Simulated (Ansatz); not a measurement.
# I on Ca(100): change of the work function, part 2 of 2

Aim: the work function of Ca(100) at several coverages of I (top site), and the dipole that each adsorbate carries.

Ansatz 0.2.0; plane-wave DFT, PBE, Ansatz PAW (the session's first sound run).

So far, work function, upper face (eV): step 2 (the clean slab) 2.75; step 3 (37 atoms, coverage 0.111 ML, cell 3x3) 3.40; step 4 (17 atoms, coverage 0.25 ML, cell 2x2) 4.07.

**5. The covered slab, k-mesh 4×4×1, coverage 0.5 ML**

System of this step: Ca8I (I/Ca(100)). The cell holds 18 atoms: 16 Ca and 2 I. Cell: a = 7.891 Å, b = 7.891 Å, c = 29.451 Å, α = 90.0°, β = 90.0°, γ = 90.0°. Vacuum lies along c.

input.yaml reads:

```yaml
crystal:
  lattice:
    - [7.891311678, 0.0, 0.0]
    - [0.0, 7.891311678, 0.0]
    - [0.0, 0.0, 29.4507538703]
  atoms:
    - { symbol: Ca, position: [0.25, 0.25, 0.3055948938] }
    - { symbol: Ca, position: [0.0, 0.0, 0.4003293108] }
    - { symbol: Ca, position: [0.25, 0.25, 0.4924669071] }
    - { symbol: Ca, position: [0.0, 0.0, 0.5820989828] }
    - { symbol: Ca, position: [0.25, 0.75, 0.3055948938] }
    - { symbol: Ca, position: [0.0, 0.5, 0.4003293108] }
    - { symbol: Ca, position: [0.25, 0.75, 0.4924669071] }
    - { symbol: Ca, position: [0.0, 0.5, 0.5820989828] }
    - { symbol: Ca, position: [0.75, 0.25, 0.3055948938] }
    - { symbol: Ca, position: [0.5, 0.0, 0.4003293108] }
    - { symbol: Ca, position: [0.75, 0.25, 0.4924669071] }
    - { symbol: Ca, position: [0.5, 0.0, 0.5820989828] }
    - { symbol: Ca, position: [0.75, 0.75, 0.3055948938] }
    - { symbol: Ca, position: [0.5, 0.5, 0.4003293108] }
    - { symbol: Ca, position: [0.75, 0.75, 0.4924669071] }
    - { symbol: Ca, position: [0.5, 0.5, 0.5820989828] }
    - { symbol: I, position: [0.0, 0.0, 0.6944051062] }
    - { symbol: I, position: [0.5, 0.5, 0.6944051062] }
kpoints:
  mp_grid: { grid: [4, 4, 1] }
hamiltonian:
  xc: pbe
scf:
  occupations: { method: fermi_dirac, width: 0.1 }
  convergence: { dr2_threshold: 1.0e-08 }
efield:
  axis: 3
  dipole_correction: true
  ramp_position: 0.97
  ramp_width: 0.06
relax:
  f_tol: 0.02
  max_steps: 60
  constraints: [{ sites: [0, 1, 4, 5, 8, 9, 12, 13] }]
output:
  bader: true
  dos: { projected: true, e_range: [-8, 4] }
  write_potential: true
  write_density: true
  volumetric_format: npy
```

Run with:

```bash
> ansatz run input.yaml --threads 4 --pin off --max-ram 12288MiB --backend cpu --events-out ev --progress --plain --runs-dir out
```

Wall time 4.1 min (4 threads of Arm Neoverse V2, shared host); peak memory 4.4 GiB.

Step by step:

| step | energy less that of the first step (eV) | largest force component (eV/Å) |
| --- | --- | --- |
| 1 | 0.0000 | 1.5071 |
| 2 | -0.6782 | 1.1100 |
| 3 | -1.0199 | 0.3226 |
| 4 | -1.0749 | 0.1043 |
| 5 | -1.0793 | 0.1690 |
| 6 | -1.0871 | 0.0117 |

Forces are held to the 16 operations that the run works with; a distortion that breaks them can't arise in this run.

The atoms that moved most (Å):

| atom | dx | dy | dz | length |
| --- | --- | --- | --- | --- |
| I18 | 0.000 | 0.000 | -0.516 | 0.516 |
| I17 | 0.000 | 0.000 | -0.516 | 0.516 |
| Ca8 | 0.000 | 0.000 | 0.441 | 0.441 |
| Ca12 | 0.000 | 0.000 | 0.441 | 0.441 |
| Ca16 | 0.000 | 0.000 | -0.082 | 0.082 |
| Ca4 | 0.000 | 0.000 | -0.082 | 0.082 |
| Ca11 | 0.000 | 0.000 | 0.031 | 0.031 |
| Ca15 | 0.000 | 0.000 | 0.031 | 0.031 |

Final coordinates:

```
Ca I
1.0
     7.89131    0.00000    0.00000
     0.00000    7.89131    0.00000
     0.00000    0.00000   29.45075
Ca I
16 2
Direct
  0.25000 0.25000 0.30559
  0.00000 0.00000 0.40033
  0.25000 0.25000 0.49353
  0.00000 0.00000 0.57931
  0.25000 0.75000 0.30559
  0.00000 0.50000 0.40033
  0.25000 0.75000 0.49353
  0.00000 0.50000 0.59707
  0.75000 0.25000 0.30559
  0.50000 0.00000 0.40033
  0.75000 0.25000 0.49353
  0.50000 0.00000 0.59707
  0.75000 0.75000 0.30559
  0.50000 0.50000 0.40033
  0.75000 0.75000 0.49353
  0.50000 0.50000 0.57931
  0.00000 0.00000 0.67688
  0.50000 0.50000 0.67688
```

The relaxation took 6 steps and lowered the energy by 1.1 eV; the largest force on the free atoms ends at 0.012 eV/Å.

The covered face has 4.65 eV, +1.90 eV against the clean one; the bare back face has moved by +0.02 eV, a measure of how thin the slab is.

**6. Adsorbate added, k-mesh 8×8×1, coverage 1 ML**

System of this step: Ca4I (I/Ca(100)). The cell holds 5 atoms: 4 Ca and 1 I. Cell: a = 3.946 Å, b = 3.946 Å, c = 29.451 Å, α = 90.0°, β = 90.0°, γ = 90.0°. Vacuum lies along c.

input.yaml, the sections that differ from step 5:

```yaml
crystal:
  lattice:
    - [3.945655839, 0.0, 0.0]
    - [0.0, 3.945655839, 0.0]
    - [0.0, 0.0, 29.4507538703]
  atoms:
    - { symbol: Ca, position: [0.5, 0.5, 0.3055948938] }
    - { symbol: Ca, position: [0.0, 0.0, 0.4003293108] }
    - { symbol: Ca, position: [0.5, 0.5, 0.4924669071] }
    - { symbol: Ca, position: [0.0, 0.0, 0.5820989828] }
    - { symbol: I, position: [0.0, 0.0, 0.6944051062] }
kpoints:
  mp_grid: { grid: [8, 8, 1] }
relax:
  f_tol: 0.02
  max_steps: 60
  constraints: [{ sites: [0, 1] }]
output:
  bader: true
  write_potential: true
  write_density: true
  volumetric_format: npy
# hamiltonian, scf, efield: as in step 5
```

It took 43 s on 4 threads; peak memory 0.76 GiB.

Relaxation path:

| step | energy less that of the first step (eV) | largest force component (eV/Å) |
| --- | --- | --- |
| 1 | 0.0000 | 1.1474 |
| 2 | -0.2795 | 0.7156 |
| 3 | -0.2589 | 1.1710 |
| 4 | -0.3370 | 0.2861 |
| 5 | -0.3445 | 0.1544 |
| 6 | -0.3467 | 0.0043 |

Relaxation step 3 was tried and not accepted.

The run keeps the 8 symmetry operations that it works with, so distortions that break them were not tested.

The atoms that moved most (Å):

| atom | dx | dy | dz | length |
| --- | --- | --- | --- | --- |
| Ca4 | 0.000 | 0.000 | 0.328 | 0.328 |
| I5 | 0.000 | 0.000 | -0.159 | 0.159 |
| Ca3 | 0.000 | 0.000 | 0.050 | 0.050 |

Final coordinates:

```cif
data_structure
_symmetry_space_group_name_H-M 'P 1'
_symmetry_Int_Tables_number 1
_cell_length_a 3.9457
_cell_length_b 3.9457
_cell_length_c 29.4508
_cell_angle_alpha 90.000
_cell_angle_beta 90.000
_cell_angle_gamma 90.000
_cell_volume 458.50
loop_
_atom_site_label
_atom_site_type_symbol
_atom_site_fract_x
_atom_site_fract_y
_atom_site_fract_z
_atom_site_occupancy
Ca1 Ca 0.50000 0.50000 0.30559 1
Ca2 Ca 0.00000 0.00000 0.40033 1
Ca3 Ca 0.50000 0.50000 0.49418 1
Ca4 Ca 0.00000 0.00000 0.59324 1
I5 I 0.00000 0.00000 0.68900 1
```

The relaxation took 6 steps and lowered the energy by 0.35 eV; the largest force on the free atoms ends at 0.0043 eV/Å.

The covered face has 5.94 eV, +3.20 eV against the clean one; the bare back face has moved by +0.02 eV, a measure of how thin the slab is.

**7. Work function against coverage**

This step: plane-wave DFT, PBE, Ansatz PAW; work function against coverage (Ansatz 0.2.0).

The runs are now put side by side.

This step gave:

| Property | Result |
| --- | --- |
| work function of the clean face | 2.748 eV |
| largest change of the work function | 3.197 eV |

Work function of the covered face against coverage:

| coverage (adsorbates/nm²) | work function of the covered face (eV) |
| --- | --- |
| 0.00 | 2.75 |
| 0.71 | 3.40 |
| 1.61 | 4.07 |
| 3.21 | 4.65 |
| 6.42 | 5.94 |

The dipole per adsorbate comes from the change of the cell's dipole. Coverage, by row:

| coverage (1/nm²) | coverage (ML) | work function (eV) | change (eV) | dipole per adsorbate, positive end outwards (debye) | mean height of the added atoms over the highest substrate atom (Å) |
| --- | --- | --- | --- | --- | --- |
| 0.7136 | 0.1111 | 3.405 | 0.6569 | -2.354 | 2.895 |
| 1.606 | 0.25 | 4.074 | 1.326 | -2.175 | 2.797 |
| 3.212 | 0.5 | 4.649 | 1.901 | -1.556 | 2.35 |
| 6.423 | 1 | 5.944 | 3.197 | -1.313 | 2.82 |

**8. The slab at 0.25 ML, atoms frozen**

This step: plane-wave DFT, PBE, Ansatz PAW (Ansatz 0.2.0).

System of this step: Ca16I (I/Ca(100)). The cell holds 17 atoms: 16 Ca and 1 I. Cell: a = 7.891 Å, b = 7.891 Å, c = 29.451 Å, α = 90.0°, β = 90.0°, γ = 90.0°. Vacuum lies along c.

To see where the charge goes, the covered slab, the bare substrate and the adsorbate layer are each run at the same frozen positions and on the same grid.

input.yaml reads:

```yaml
crystal:
  lattice:
    - [7.891311678, 0.0, 0.0]
    - [0.0, 7.891311678, 0.0]
    - [0.0, 0.0, 29.4507538703]
  atoms:
    - { symbol: Ca, position: [0.25, 0.25, 0.3055948938] }
    - { symbol: Ca, position: [0.0, 0.0, 0.4003293108] }
    - { symbol: Ca, position: [0.2508227888, 0.2508227888, 0.4930535289] }
    - { symbol: Ca, position: [0.0, 0.0, 0.5827030784] }
    - { symbol: Ca, position: [0.25, 0.75, 0.3055948938] }
    - { symbol: Ca, position: [0.0, 0.5, 0.4003293108] }
    - { symbol: Ca, position: [0.2508227888, 0.7491772112, 0.4930535289] }
    - { symbol: Ca, position: [0.0, 0.5, 0.5861581499] }
    - { symbol: Ca, position: [0.75, 0.25, 0.3055948938] }
    - { symbol: Ca, position: [0.5, 0.0, 0.4003293108] }
    - { symbol: Ca, position: [0.7491772112, 0.2508227888, 0.4930535289] }
    - { symbol: Ca, position: [0.5, 0.0, 0.5861581499] }
    - { symbol: Ca, position: [0.75, 0.75, 0.3055948938] }
    - { symbol: Ca, position: [0.5, 0.5, 0.4003293108] }
    - { symbol: Ca, position: [0.7491772112, 0.7491772112, 0.4930535289] }
    - { symbol: Ca, position: [0.5, 0.5, 0.5818886888] }
    - { symbol: I, position: [0.0, 0.0, 0.681132776] }
kpoints:
  mp_grid: { grid: [4, 4, 1] }
hamiltonian:
  xc: pbe
scf:
  occupations: { method: fermi_dirac, width: 0.1 }
  convergence: { dr2_threshold: 1.0e-08 }
efield:
  axis: 3
  dipole_correction: true
  ramp_position: 0.97
  ramp_width: 0.06
output:
  write_potential: true
  write_density: true
  volumetric_format: npy
```

Run time: 52 s. Hardware: 4 threads; peak memory 3.7 GiB.

This step gave:

- energy at zero smearing: -36581.2212 eV
- work function, upper face: 4.074 eV
- work function, lower face: 2.786 eV
- dipole along the normal: -0.4432 e·Å
- step between the vacuum levels: 1.288 eV

The work function of the upper face is 4.07 eV.

**9. The substrate of the 0.25 ML cell alone**

System of this step: I/Ca(100), substrate alone, atoms held. The cell holds 16 atoms: 16 Ca. Cell: a = 7.891 Å, b = 7.891 Å, c = 29.451 Å, α = 90.0°, β = 90.0°, γ = 90.0°. Vacuum lies along c.

The second part, atoms unmoved.

input.yaml: that of step 8 with these lines changed.

```diff
@@ -22,3 +22,2 @@
     - { symbol: Ca, position: [0.5, 0.5, 0.5818886888] }
-    - { symbol: I, position: [0.0, 0.0, 0.681132776] }
 kpoints:
```

It took 55 s on 4 threads; peak memory 3.8 GiB.

This step gave:

| Quantity | Value |
| --- | --- |
| energy at zero smearing | -29066.1607 eV |
| work function, upper face | 2.752 eV |
| work function, lower face | 2.773 eV |
| dipole along the normal | 0.007462 e·Å |
| step between the vacuum levels | -0.02168 eV |

The work function of the upper face is 2.75 eV.

**10. The adsorbate layer of the 0.25 ML cell alone**

System of this step: I/Ca(100), adsorbate layer alone, atoms held. The cell holds 1 atom: 1 I. Cell: a = 7.891 Å, b = 7.891 Å, c = 29.451 Å, α = 90.0°, β = 90.0°, γ = 90.0°. Vacuum lies along c.

The third part; a free layer of atoms may carry a moment, so spin is on.

input.yaml, the sections that differ from step 9:

```yaml
crystal:
  lattice:
    - [7.891311678, 0.0, 0.0]
    - [0.0, 7.891311678, 0.0]
    - [0.0, 0.0, 29.4507538703]
  atoms:
    - { symbol: I, position: [0.0, 0.0, 0.681132776], spin: 1.0 }
magnetization:
  spin_polarized: true
# kpoints, hamiltonian, scf, efield, output: as in step 9
```

Wall time 19 s (4 threads); peak memory 1.7 GiB.

This step gave:

| Quantity | Value |
| --- | --- |
| energy at zero smearing | -7511.6524 eV |
| total moment | 0.9940 μB |
| site moments | 0.9932 μB |
| work function, upper face | 6.680 eV |
| dipole along the normal | -7.72e-6 e·Å |

Site moment by atom:

| atom | site moment (μB) |
| --- | --- |
| I1 | 0.993 |

The free layer carries a moment of 1.0 μB a cell.

**11. Density difference at 0.25 ML**

This step: plane-wave DFT, PBE, Ansatz PAW; density difference on adsorption (Ansatz 0.2.0).

The densities of the parts are taken from that of the whole and averaged over planes; the first moment of what is left gives the step in the potential.

This step gave:

```
largest charge moved                 : -0.003598 e/Å²
potential step from the moved charge : 1.309 eV
```

The electron density difference oscillates, so the rows of the table below give means over windows of 2.65 Å about each position, cut where the curve ends. Its maxima inside the range that stand out by 2 % of the span (Å: e/Å³): 10.5: 1.0e-4, 13.7: 3.5e-4, 16.5: 0.00192, 19.1: 0.00207, 20.6: 0.00159. Its minima: 12.2: -2.2e-4, 15.0: -7.4e-4, 17.8: -0.00468, 19.6: 8.0e-4.

Planar mean, whole system less its parts. Table of electron density difference by z; means over each step:

z (Å), electron density difference (e/Å³) and a bar from the least value:
```
     1.32    0.00000 ###############
     3.97    0.00000 ###############
     6.62    0.00001 ###############
     9.27   -0.00001 ###############
    11.92   -0.00003 ##############
    14.57   -0.00014 #############
    17.22   -0.00117 
    19.87    0.00121 ##############################
    22.52    0.00013 ################
    25.17    0.00000 ###############
```

Planar mean, whole system less its parts. Table of electrons moved below z by z:

| z (Å) | electrons moved below z (e/Å²) |
| --- | --- |
| 3 | 1.5e-7 |
| 4 | 8.5e-7 |
| 5 | 4.0e-6 |
| 6 | 1.5e-5 |
| 7 | 4.0e-5 |
| 8 | 3.6e-5 |
| 9 | -2.1e-5 |
| 10 | -3.8e-5 |
| 11 | 5.0e-5 |
| 12 | -3.6e-5 |
| 13 | -1.0e-4 |
| 14 | 2.0e-4 |
| 15 | -2.3e-4 |
| 16 | -3.2e-4 |
| 17 | 8.2e-4 |
| 18 | -0.00231 |
| 19 | -0.00305 |
| 20 | -0.00177 |
| 21 | -4.5e-4 |
| 22 | -4.3e-5 |
| 23 | -3.3e-6 |
| 24 | -1.1e-7 |

**12. Varying the input**

This step: plane-wave DFT, PBE, Ansatz PAW (Ansatz 0.2.0).

System of this step: Ca4I (I/Ca(100)). The cell holds 5 atoms: 4 Ca and 1 I. Its edges and angles: a = 3.946 Å, b = 3.946 Å, c = 29.451 Å, α = 90.0°, β = 90.0°, γ = 90.0°. Vacuum lies along c.

A run with a changed input: it repeats the earlier run at 1 ML with scf.occupations.width from 0.1 removed and scf.occupations.method from fermi_dirac to tetrahedron.

input.yaml reads:

```yaml
crystal:
  lattice:
    - [3.945655839, 0.0, 0.0]
    - [0.0, 3.945655839, 0.0]
    - [0.0, 0.0, 29.4507538703]
  atoms:
    - { symbol: Ca, position: [0.5, 0.5, 0.3055948938] }
    - { symbol: Ca, position: [0.0, 0.0, 0.4003293108] }
    - { symbol: Ca, position: [0.5, 0.5, 0.4924669071] }
    - { symbol: Ca, position: [0.0, 0.0, 0.5820989828] }
    - { symbol: I, position: [0.0, 0.0, 0.6944051062] }
kpoints:
  mp_grid: { grid: [8, 8, 1] }
hamiltonian:
  xc: pbe
scf:
  occupations: { method: tetrahedron }
  convergence: { dr2_threshold: 1.0e-08 }
efield:
  axis: 3
  dipole_correction: true
  ramp_position: 0.97
  ramp_width: 0.06
relax:
  f_tol: 0.02
  max_steps: 60
  constraints: [{ sites: [0, 1] }]
output:
  bader: true
  write_potential: true
  write_density: true
  volumetric_format: npy
```

Run time: 54 s. Hardware: 4 threads; peak memory 0.78 GiB; 3.5 min of CPU time.

Step by step:

| step | energy less that of the first step (eV) | largest force component (eV/Å) |
| --- | --- | --- |
| 1 | 0.0000 | 1.1673 |
| 2 | -0.2886 | 0.7343 |
| 3 | -0.3243 | 0.4924 |
| 4 | -0.3109 | 0.7378 |
| 5 | -0.3525 | 0.1361 |
| 6 | -0.3549 | 0.0141 |

Relaxation step 4 was tried and not accepted.

The run keeps the 8 symmetry operations that it works with, so distortions that break them were not tested.

The atoms that moved most (Å):

| atom | dx | dy | dz | length |
| --- | --- | --- | --- | --- |
| Ca4 | 0.000 | 0.000 | 0.347 | 0.347 |
| I5 | 0.000 | 0.000 | -0.144 | 0.144 |
| Ca3 | 0.000 | 0.000 | 0.051 | 0.051 |

Final coordinates:

```cif
data_structure
_symmetry_space_group_name_H-M 'P 1'
_symmetry_Int_Tables_number 1
_cell_length_a 3.9457
_cell_length_b 3.9457
_cell_length_c 29.4508
_cell_angle_alpha 90.000
_cell_angle_beta 90.000
_cell_angle_gamma 90.000
_cell_volume 458.50
loop_
_atom_site_label
_atom_site_type_symbol
_atom_site_fract_x
_atom_site_fract_y
_atom_site_fract_z
_atom_site_occupancy
Ca1 Ca 0.50000 0.50000 0.30559 1
Ca2 Ca 0.00000 0.00000 0.40033 1
Ca3 Ca 0.50000 0.50000 0.49419 1
Ca4 Ca 0.00000 0.00000 0.59389 1
I5 I 0.00000 0.00000 0.68953 1
```

This step gave:

* work function, upper face: 6.015 eV
* work function, lower face: 2.813 eV
* dipole along the normal: -0.2754 e·Å
* step between the vacuum levels: 3.202 eV

| quantity | this run | earlier run | difference |
| --- | --- | --- | --- |
| work function, upper face (eV) | 6.015 | 5.944 | 0.070 |
| work function, lower face (eV) | 2.813 | 2.795 | 0.018 |
| dipole along the normal (e·Å) | -0.2754 | -0.2709 | -0.0045 |

What moves beyond 0.01 in its unit (for the dipole 0.5 % and 5e-5 e·Å): work function, upper face (+0.0701 eV), dipole along the normal (-0.00453 e·Å) and work function, lower face (+0.0175 eV).

**13. Varying the input**

This step: plane-wave DFT, PBE, Ansatz PAW, but for the change named below (Ansatz 0.2.0).

System of this step: Ca(100). The cell holds 4 atoms: 4 Ca. Cell: a = 3.946 Å, b = 3.946 Å, c = 26.370 Å, α = 90.0°, β = 90.0°, γ = 90.0°. Vacuum lies along c.

Another changed input: it repeats the earlier run at 0 ML with scf.mixing.preconditioner to resta, hamiltonian.xc from pbe to r2scan, scf.eigensolver.kind to davidson and basis.precision to f64.

input.yaml, the sections that differ from step 12:

```yaml
crystal:
  lattice:
    - [3.945655839, 0.0, 0.0]
    - [0.0, 3.945655839, 0.0]
    - [0.0, 0.0, 26.37]
  atoms:
    - { symbol: Ca, position: [0.5, 0.5, 0.3412969283] }
    - { symbol: Ca, position: [0.0, 0.0, 0.4470989761] }
    - { symbol: Ca, position: [0.5, 0.5, 0.5529010239] }
    - { symbol: Ca, position: [0.0, 0.0, 0.6587030717] }
hamiltonian:
  xc: r2scan
scf:
  occupations: { method: fermi_dirac, width: 0.1 }
  convergence: { dr2_threshold: 1.0e-08 }
  mixing: { preconditioner: resta }
  eigensolver: { kind: davidson }
output:
  write_potential: true
  write_density: true
  volumetric_format: npy
basis:
  precision: f64
# kpoints, efield, relax: as in step 12
```

Run time: 81 s. Hardware: 4 threads; peak memory 1.4 GiB; 5.3 min of CPU time.

The steps of the relaxation:

| step | energy less that of the first step (eV) | largest force component (eV/Å) |
| --- | --- | --- |
| 1 | 0.0000 | 0.1087 |
| 2 | -0.0046 | 0.0590 |
| 3 | -0.0065 | 0.0045 |

The run keeps the 8 symmetry operations that it works with, so distortions that break them were not tested.

The atoms that moved most (Å):

| atom | dx | dy | dz | length |
| --- | --- | --- | --- | --- |
| Ca4 | 0.000 | 0.000 | -0.149 | 0.149 |
| Ca3 | 0.000 | 0.000 | -0.040 | 0.040 |

Final coordinates:

```cif
data_structure
_symmetry_space_group_name_H-M 'P 1'
_symmetry_Int_Tables_number 1
_cell_length_a 3.9457
_cell_length_b 3.9457
_cell_length_c 26.3700
_cell_angle_alpha 90.000
_cell_angle_beta 90.000
_cell_angle_gamma 90.000
_cell_volume 410.53
loop_
_atom_site_label
_atom_site_type_symbol
_atom_site_fract_x
_atom_site_fract_y
_atom_site_fract_z
_atom_site_occupancy
Ca1 Ca 0.50000 0.50000 0.34130 1
Ca2 Ca 0.00000 0.00000 0.44710 1
Ca3 Ca 0.50000 0.50000 0.55140 1
Ca4 Ca 0.00000 0.00000 0.65305 1
```

Numbers from this step:

| Item | Value |
| --- | --- |
| energy at zero smearing | -7285.7273 eV |
| work function, upper face | 2.754 eV |
| work function, lower face | 2.779 eV |
| dipole along the normal | 0.002152 e·Å |
| step between the vacuum levels | -0.02501 eV |

| quantity | this run | earlier run | difference |
| --- | --- | --- | --- |
| work function, upper face (eV) | 2.754 | 2.748 | 0.0064 |
| work function, lower face (eV) | 2.779 | 2.776 | 0.0034 |
| dipole along the normal (e·Å) | 0.002152 | 0.002415 | -2.6e-4 |

What moves beyond 0.01 in its unit (for the dipole 0.5 % and 5e-5 e·Å): dipole along the normal (-0.000263 e·Å).

**14. Summary of results**

```json
{"work function of the clean face": "2.75 eV", "work function at 0.11 ML": "3.40 eV", "work function at 0.25 ML": "4.07 eV", "work function at 0.5 ML": "4.65 eV", "work function at 1 ML": "5.94 eV", "dipole per adsorbate at 0.11 ML, positive end outwards": "-2.35 D", "step of the potential from the moved charge at 0.25 ML, upper less lower side, atoms held": "1.31 eV"}
```

I raises the work function of Ca(100) at the lowest coverage, by 0.66 eV: the adsorbate layer has its negative end outwards. The dipole per adsorbate falls from 2.35 to 1.31 D as the layer fills. Neighbouring dipoles depolarise each other, and heights and bonding change with coverage too. The slab has 4 layers, at the tabulated experimental lattice constant, one starting site was run, and quantum-size effects of a slab this thin can reach one or two tenths of an eV.

[Logs are printed without paths, hosts, clocks, repeated set-up lines and the standing remarks that a program may print on its own settings, such as how far it seeks lower states.]

[Hosts, paths, dates, database ids (printed as entryN), source tags and the programs' standing remarks are cut or masked in the printed files.]

[Maps of the electrostatic potential energy from Ansatz leave out the sawtooth potential of an applied field or a dipole correction, so their vacuum need not be flat; planar profiles and work functions include it.]
